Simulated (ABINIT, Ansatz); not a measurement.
# MgSiS3 (Pm-3m): zone-centre phonons

Wanted: the vibrations of MgSiS3 (Pm-3m) at Γ, by two programs.

Main program and level: ABINIT 10.8.3; DFT LDA, scalar-relativistic, plane waves, HGH norm-conserving pseudopotentials.

The structure was built from a prototype and need not be the compound's stable phase.

## Step 1: Starting point

Symmetry: Pm-3m, No. 221, cubic system. Conventional cell: a = 4.346 Å, b = 4.346 Å, c = 4.346 Å, α = 90.00°, β = 90.00°, γ = 90.00°. Nearest to Mg lie 12 S at 3.07 Å. Nearest to Si lie 6 S at 2.17 Å. Nearest to S lie 2 Si at 2.17 Å and 4 Mg at 3.07 Å. Farther neighbours and most contacts between anions are not listed.

Coordinates:

```cif
data_structure
_symmetry_space_group_name_H-M 'Pm-3m'
_symmetry_Int_Tables_number 221
_cell_length_a 4.3456
_cell_length_b 4.3456
_cell_length_c 4.3456
_cell_angle_alpha 90.000
_cell_angle_beta 90.000
_cell_angle_gamma 90.000
_cell_volume 82.06
loop_
_atom_site_label
_atom_site_type_symbol
_atom_site_symmetry_multiplicity
_atom_site_Wyckoff_symbol
_atom_site_fract_x
_atom_site_fract_y
_atom_site_fract_z
_atom_site_occupancy
Mg1 Mg 1 a 0.00000 0.00000 0.00000 1
Si1 Si 1 b 0.50000 0.50000 0.50000 1
S1 S 3 c 0.50000 0.50000 0.00000 1
```

## Step 2: A first look

A first run with smearing and empty bands tells whether the crystal has a gap, which decides between fixed occupations and smearing later on.

File probe.abi:

```
# ground state
tolvrs 1.0d-08
prtden 1
prtwf 1

# basis, mesh and filling
ecut 30.0
ixc 7
ngkpt 4 4 4
nshiftk 1
shiftk 0.0 0.0 0.0
istwfk *1
occopt 7
tsmear 0.005
nband 19
nstep 100
diemac 9.0
prtebands 0
prtgsr 0

# cell and atoms
acell 3*1.0 Angstrom
rprim 
    4.3456 0.0 0.0
    0.0 4.3456 0.0
    0.0 0.0 4.3456
ntypat 3
znucl 12 14 16
natom 5
typat 1 2 3 3 3
xred 
    0.0 0.0 0.0
    0.5 0.5 0.5
    0.5 0.5 0.0
    0.5 0.0 0.5
    0.0 0.5 0.5
pp_dirpath "./pseudo"
pseudos "Mg.hgh, Si.hgh, S.hgh"
```

Started as:

```sh
$ OMP_NUM_THREADS=1 mpirun -n 4 abinit probe.abi > probe.log
```

Numbers of over 12 decimals in the logs are rounded to 6 here.

probe.abo, the main output file:

```text
[banners, grids, parts of the stress and lines that vanish by symmetry left out]
- input  file    -> probe.abi
- output file    -> probe.abo
- root for input  files -> probei
[...]
Symmetries : space group Pm -3 m (#221); Bravais cP (primitive cubic)
[...]
mpw =        4385          nfft =       91125          nkpt =          10
[...]
== DATASET  1 ==================================================================
[...]
cutoff_energies: {ecut:  30.0, pawecutdg:  -1.0, }
[...]
Exchange-correlation functional for the present dataset will be:
  LDA: Perdew-Wang 92 LSD fit to Ceperley-Alder data - ixc=7
[...]
ETOT  1  -35.482862516552    -3.548E+01 3.221E-02 6.334E+02
 ETOT  2  -35.612044099147    -1.292E-01 1.784E-03 1.095E+02
 ETOT  3  -35.636609843480    -2.457E-02 2.613E-03 1.772E+00
 ETOT  4  -35.636935575720    -3.257E-04 2.433E-04 9.544E-02
 ETOT  5  -35.636947468630    -1.189E-05 1.250E-04 8.470E-03
 ETOT  6  -35.636949098277    -1.630E-06 7.217E-05 4.841E-04
 ETOT  7  -35.636949176280    -7.800E-08 2.281E-05 7.087E-06
 ETOT  8  -35.636949177298    -1.018E-09 2.647E-05 3.196E-08
 ETOT  9  -35.636949177306    -7.617E-12 9.756E-06 7.126E-10
 At SCF step    9       vres2   =  7.13E-10 < tolvrs=  1.00E-08 =>converged.
[...]
sigma(1 1)= -2.78480496E-04  sigma(3 2)=  0.00000000E+00
  sigma(2 2)= -2.78480496E-04  sigma(3 1)=  0.00000000E+00
  sigma(3 3)= -2.78480496E-04  sigma(2 1)=  0.00000000E+00
[...]
convergence: {deltae: -7.617E-12, res2:  7.126E-10, residm:  9.756E-06, diffor: null, }
etotal    :  -3.56369492E+01
[...]
sigma(1 1)= -2.78480496E-04  sigma(3 2)=  0.00000000E+00
  sigma(2 2)= -2.78480496E-04  sigma(3 1)=  0.00000000E+00
  sigma(3 3)= -2.78480496E-04  sigma(2 1)=  0.00000000E+00
[...]
- sigma(1 1)= -8.19317905E+00  sigma(3 2)=  0.00000000E+00
- sigma(2 2)= -8.19317905E+00  sigma(3 1)=  0.00000000E+00
- sigma(3 3)= -8.19317905E+00  sigma(2 1)=  0.00000000E+00
[...]
fcart     -0.0000000000E+00 -0.0000000000E+00 -0.0000000000E+00
           strten     -2.7848049561E-04 -2.7848049561E-04 -2.7848049561E-04
================================================================================

[key lines of the parts left out:]
pressure_GPa:   8.1932E+00
```

It took 9.3 s on 4 MPI ranks of Arm Neoverse V1, shared host.

Read from the output:

| Property | Result |
| --- | --- |
| volume per atom | 16.41 Å³ |
| pressure | 8.193 GPa |
| gap on the k-mesh | 0 eV |

No gap opens on this mesh, so smearing is kept; the printed pressure holds the stress of the finite basis too.

## Step 3: Rough relaxation

The typed start is rough, so a first relaxation with smearing and loose thresholds takes it towards rest cheaply.

File prerelax.abi:

```
# relaxation
ionmov 2
optcell 2
dilatmx 1.15
chkdilatmx 0
ntime 40
tolmxf 3.0d-04
tolvrs 1.0d-10
prtwf 0
prtden 0
chksymtnons 0

# basis, mesh and filling
ecut 31.0
ecutsm 3.0
ixc 7
ngkpt 4 4 4
nshiftk 1
shiftk 0.0 0.0 0.0
istwfk *1
occopt 7
tsmear 0.005
nband 19
nstep 100
diemac 1000000.0
prtebands 0
prtgsr 0

# cell and atoms
acell 3*1.0 Angstrom
rprim 
    4.3456 0.0 0.0
    0.0 4.3456 0.0
    0.0 0.0 4.3456
ntypat 3
znucl 12 14 16
natom 5
typat 1 2 3 3 3
xred 
    0.0 0.0 0.0
    0.5 0.5 0.5
    0.5 0.5 0.0
    0.5 0.0 0.5
    0.0 0.5 0.5
pp_dirpath "./pseudo"
pseudos "Mg.hgh, Si.hgh, S.hgh"
```

Started as:

```sh
$ OMP_NUM_THREADS=1 mpirun -n 4 abinit prerelax.abi > prerelax.log
```

prerelax.abo, the main output file:

```text
[banners, grids, parts of the stress and lines that vanish by symmetry left out]
- input  file    -> prerelax.abi
- output file    -> prerelax.abo
- root for input  files -> prerelaxi
[...]
Symmetries : space group Pm -3 m (#221); Bravais cP (primitive cubic)
[...]
mpw =        6984          nfft =      110592          nkpt =          10
[...]
== DATASET  1 ==================================================================
[...]
cutoff_energies: {ecut:  31.0, pawecutdg:  -1.0, }
[...]
Exchange-correlation functional for the present dataset will be:
  LDA: Perdew-Wang 92 LSD fit to Ceperley-Alder data - ixc=7
[...]
ETOT  1  -35.477928601218    -3.548E+01 3.406E-02 7.724E+02
 ETOT  2  -35.617191640565    -1.393E-01 9.729E-04 1.206E+02
 ETOT  3  -35.636365930302    -1.917E-02 2.518E-03 4.802E+00
 ETOT  4  -35.636819916654    -4.540E-04 3.839E-04 8.254E-02
[...]
ETOT  8  -35.643465780900    -7.105E-15 1.530E-06 1.181E-11
 At SCF step    8       vres2   =  1.18E-11 < tolvrs=  1.00E-10 =>converged.
[...]
sigma(1 1)= -1.36657491E-06  sigma(3 2)=  0.00000000E+00
  sigma(2 2)= -1.36657491E-06  sigma(3 1)=  0.00000000E+00
  sigma(3 3)= -1.36657491E-06  sigma(2 1)=  0.00000000E+00
[...]
convergence: {deltae: -7.105E-15, res2:  1.181E-11, residm:  1.530E-06, diffor: null, }
etotal    :  -3.56434658E+01
[...]
At Broyd/MD step   4, gradients are converged :
[...]
sigma(1 1)= -1.36657491E-06  sigma(3 2)=  0.00000000E+00
  sigma(2 2)= -1.36657491E-06  sigma(3 1)=  0.00000000E+00
  sigma(3 3)= -1.36657491E-06  sigma(2 1)=  0.00000000E+00
[...]
- sigma(1 1)= -4.02060220E-02  sigma(3 2)=  0.00000000E+00
- sigma(2 2)= -4.02060220E-02  sigma(3 1)=  0.00000000E+00
- sigma(3 3)= -4.02060220E-02  sigma(2 1)=  0.00000000E+00
[...]
fcart     -0.0000000000E+00 -0.0000000000E+00 -0.0000000000E+00
           strten     -1.3665749124E-06 -1.3665749124E-06 -1.3665749124E-06
================================================================================

[key lines of the parts left out:]
pressure_GPa:   4.0206E-02
Total energy (etotal) [Ha]= -3.56434657809000E+01
```

Run time: 41 s. Hardware: 4 MPI ranks.

The steps of the relaxation:

```
step  energy less that of the first step (eV)  largest force (eV/Å)  volume (Å³)
   1                                   0.0000                0.0000        82.06
   2                                  -0.0946                0.0000        84.22
   3                                  -0.1798                0.0000        88.85
   4                                  -0.1807                0.0000        89.36
```

```
conventional cell, symmetrised  before  after  change
                         a (Å)   4.346  4.471  +2.9 %
                         b (Å)   4.346  4.471  +2.9 %
                         c (Å)   4.346  4.471  +2.9 %
              volume (Å³/atom)   16.41  17.87  +8.9 %
```

This step gave:

* volume per atom: 17.87 Å³
* pressure: 0.04021 GPa

The volume changes by +8.9 % in this run and stands +8.9 % from the first cell.

## Step 4: Relaxation

The harmonic expansion needs vanishing forces, and a free crystal bears no stress, so cell and atoms are brought to rest. Stress is more sensitive to the basis than forces are: the last 3 Ha under the cutoff are smoothed with ecutsm, and the cutoff is raised above that of the later runs.

File relax.abi:

```
# relaxation
ionmov 2
optcell 2
dilatmx 1.08
ntime 40
tolmxf 1.0d-05
tolvrs 1.0d-14
prtwf 0
prtden 0
chksymtnons 0

# basis, mesh and filling
ecut 38.0
ecutsm 3.0
ixc 7
ngkpt 6 6 6
nshiftk 1
shiftk 0.0 0.0 0.0
istwfk *1
occopt 7
tsmear 0.01
nband 19
nstep 100
diemac 1000000.0
prtebands 0
prtgsr 0

# cell and atoms
acell 3*1.0 Angstrom
rprim 
    4.470766475 0.0 0.0
    0.0 4.470766475 0.0
    0.0 0.0 4.470766475
ntypat 3
znucl 12 14 16
natom 5
typat 1 2 3 3 3
xred 
    0.0 0.0 0.0
    0.5 0.5 0.5
    0.5 0.5 0.0
    0.5 0.0 0.5
    0.0 0.5 0.5
pp_dirpath "./pseudo"
pseudos "Mg.hgh, Si.hgh, S.hgh"
```

Started as:

```sh
$ OMP_NUM_THREADS=1 mpirun -n 4 abinit relax.abi > relax.log
```

relax.abo, the main output file:

```text
[banners, grids, parts of the stress and lines that vanish by symmetry left out]
- input  file    -> relax.abi
- output file    -> relax.abo
- root for input  files -> relaxi
[...]
Symmetries : space group Pm -3 m (#221); Bravais cP (primitive cubic)
[...]
mpw =        8578          nfft =      157464          nkpt =          20
[...]
== DATASET  1 ==================================================================
[...]
cutoff_energies: {ecut:  38.0, pawecutdg:  -1.0, }
[...]
Exchange-correlation functional for the present dataset will be:
  LDA: Perdew-Wang 92 LSD fit to Ceperley-Alder data - ixc=7
[...]
ETOT  1  -35.448018090389    -3.545E+01 3.528E-02 1.166E+03
 ETOT  2  -35.604287128161    -1.563E-01 5.059E-03 2.896E+02
 ETOT  3  -35.644046155939    -3.976E-02 1.726E-03 1.044E+01
 ETOT  4  -35.644853578826    -8.074E-04 1.466E-03 1.319E-01
 ETOT  5  -35.644859602894    -6.024E-06 4.832E-04 4.418E-02
[...]
At SCF step   12       vres2   =  3.39E-17 < tolvrs=  1.00E-14 =>converged.
[...]
sigma(1 1)=  7.94818525E-06  sigma(3 2)=  0.00000000E+00
  sigma(2 2)=  7.94818525E-06  sigma(3 1)=  0.00000000E+00
  sigma(3 3)=  7.94818525E-06  sigma(2 1)=  0.00000000E+00
[...]
convergence: {deltae:  1.606E-12, res2:  3.385E-17, residm:  1.322E-05, diffor: null, }
etotal    :  -3.56448625E+01
[...]
ETOT  1  -35.644861246610    -3.564E+01 6.214E-05 6.157E-02
[...]
At SCF step    9       vres2   =  7.85E-16 < tolvrs=  1.00E-14 =>converged.
[...]
sigma(1 1)=  5.95576386E-06  sigma(3 2)=  0.00000000E+00
  sigma(2 2)=  5.95576386E-06  sigma(3 1)=  0.00000000E+00
  sigma(3 3)=  5.95576386E-06  sigma(2 1)=  0.00000000E+00
[...]
convergence: {deltae:  6.537E-13, res2:  7.849E-16, residm:  3.931E-06, diffor: null, }
etotal    :  -3.56448655E+01
[...]
ETOT  1  -35.644831698430    -3.564E+01 1.270E-03 5.442E-01
[...]
ETOT  8  -35.644869337525    -4.192E-13 1.391E-06 1.985E-12
 ETOT  9  -35.644869337525    -2.984E-13 1.978E-07 7.143E-15
 At SCF step    9       vres2   =  7.14E-15 < tolvrs=  1.00E-14 =>converged.
[...]
sigma(1 1)= -2.15031443E-08  sigma(3 2)=  0.00000000E+00
  sigma(2 2)= -2.15031443E-08  sigma(3 1)=  0.00000000E+00
  sigma(3 3)= -2.15031443E-08  sigma(2 1)=  0.00000000E+00
[...]
convergence: {deltae: -2.984E-13, res2:  7.143E-15, residm:  1.978E-07, diffor: null, }
etotal    :  -3.56448693E+01
[...]
At Broyd/MD step   3, gradients are converged :
[...]
sigma(1 1)= -2.15031443E-08  sigma(3 2)=  0.00000000E+00
  sigma(2 2)= -2.15031443E-08  sigma(3 1)=  0.00000000E+00
  sigma(3 3)= -2.15031443E-08  sigma(2 1)=  0.00000000E+00
[...]
- sigma(1 1)= -6.32644348E-04  sigma(3 2)=  0.00000000E+00
- sigma(2 2)= -6.32644348E-04  sigma(3 1)=  0.00000000E+00
- sigma(3 3)= -6.32644348E-04  sigma(2 1)=  0.00000000E+00
[...]
fcart     -0.0000000000E+00 -0.0000000000E+00 -0.0000000000E+00
           strten     -2.1503144324E-08 -2.1503144324E-08 -2.1503144323E-08
================================================================================

[key lines of the parts left out:]
pressure_GPa:   6.3264E-04
Total energy (etotal) [Ha]= -3.56448693375248E+01
```

The job ended after 79 s (4 MPI ranks).

Little changed from the start: no atom moved by 0.005 Å and no cell edge by 0.1 %.

Read from the output:

* volume per atom: 17.82 Å³
* pressure: 6.33e-4 GPa

The volume changes by -0.3 % in this run and stands +8.6 % from the first cell.

## Step 5: Ground state

The response is built on these wavefunctions, so the potential is converged far more tightly than an energy would need. Smearing stays on, as the first look found no gap above 0.3 eV.

File gs.abi:

```
# ground state
tolvrs 1.0d-16
prtden 1
prtwf 1

# basis, mesh and filling
ecut 30.0
ixc 7
ngkpt 6 6 6
nshiftk 1
shiftk 0.0 0.0 0.0
istwfk *1
occopt 7
tsmear 0.01
nband 19
nstep 100
diemac 1000000.0
prtebands 0
prtgsr 0

# cell and atoms
acell 3*1.0 Angstrom
rprim 
    4.466522916 0.0 0.0
    0.0 4.466522916 0.0
    0.0 0.0 4.466522916
ntypat 3
znucl 12 14 16
natom 5
typat 1 2 3 3 3
xred 
    0.0 0.0 0.0
    0.5 0.5 0.5
    0.5 0.5 0.0
    0.5 0.0 0.5
    0.0 0.5 0.5
pp_dirpath "./pseudo"
pseudos "Mg.hgh, Si.hgh, S.hgh"
```

Started as:

```sh
$ OMP_NUM_THREADS=1 mpirun -n 4 abinit gs.abi > gs.log
```

gs.abo, the main output file:

```text
[banners, grids, parts of the stress and lines that vanish by symmetry left out]
- input  file    -> gs.abi
- output file    -> gs.abo
- root for input  files -> gsi
[...]
Symmetries : space group Pm -3 m (#221); Bravais cP (primitive cubic)
[...]
mpw =        4752          nfft =       91125          nkpt =          20
[...]
== DATASET  1 ==================================================================
[...]
cutoff_energies: {ecut:  30.0, pawecutdg:  -1.0, }
[...]
Exchange-correlation functional for the present dataset will be:
  LDA: Perdew-Wang 92 LSD fit to Ceperley-Alder data - ixc=7
[...]
ETOT  1  -35.453670275249    -3.545E+01 2.856E-02 6.691E+02
 ETOT  2  -35.603323572900    -1.497E-01 2.624E-03 1.681E+02
 ETOT  3  -35.642815450475    -3.949E-02 1.279E-03 6.136E+00
 ETOT  4  -35.643625501871    -8.101E-04 9.427E-04 8.096E-02
 ETOT  5  -35.643631753743    -6.252E-06 1.973E-04 2.834E-02
[...]
ETOT 11  -35.643635013893    -1.734E-12 1.199E-04 5.355E-15
 ETOT 12  -35.643635013891     1.805E-12 1.090E-04 8.083E-18
 At SCF step   12       vres2   =  8.08E-18 < tolvrs=  1.00E-16 =>converged.
[...]
sigma(1 1)=  9.53244787E-06  sigma(3 2)=  0.00000000E+00
  sigma(2 2)=  9.53244787E-06  sigma(3 1)=  0.00000000E+00
  sigma(3 3)=  9.53244787E-06  sigma(2 1)=  0.00000000E+00
[...]
convergence: {deltae:  1.805E-12, res2:  8.083E-18, residm:  1.090E-04, diffor: null, }
etotal    :  -3.56436350E+01
[...]
sigma(1 1)=  9.53244787E-06  sigma(3 2)=  0.00000000E+00
  sigma(2 2)=  9.53244787E-06  sigma(3 1)=  0.00000000E+00
  sigma(3 3)=  9.53244787E-06  sigma(2 1)=  0.00000000E+00
[...]
- sigma(1 1)=  2.80454299E-01  sigma(3 2)=  0.00000000E+00
- sigma(2 2)=  2.80454299E-01  sigma(3 1)=  0.00000000E+00
- sigma(3 3)=  2.80454299E-01  sigma(2 1)=  0.00000000E+00
[...]
fcart     -0.0000000000E+00 -0.0000000000E+00 -0.0000000000E+00
           strten      9.5324478656E-06  9.5324478656E-06  9.5324478656E-06
================================================================================

[key lines of the parts left out:]
pressure_GPa:  -2.8045E-01
```

It took 19 s on 4 MPI ranks.

This step gave:

```
pressure : -0.2805 GPa
```

The cell stands at -0.28 GPa: the relaxation ran with a smoothed and higher cutoff, and the difference is a stress of the finite basis.

(Continued in part 2 of 4.)

[Host names and launcher messages were left out of these logs when they were recorded.]

[Logs are printed without paths, hosts, clocks, repeated set-up lines and the standing remarks that a program may print on its own settings, such as how far it seeks lower states.]

[Hosts, paths, dates, database ids (printed as entryN), source tags and the programs' standing remarks are cut or masked in the printed files.]
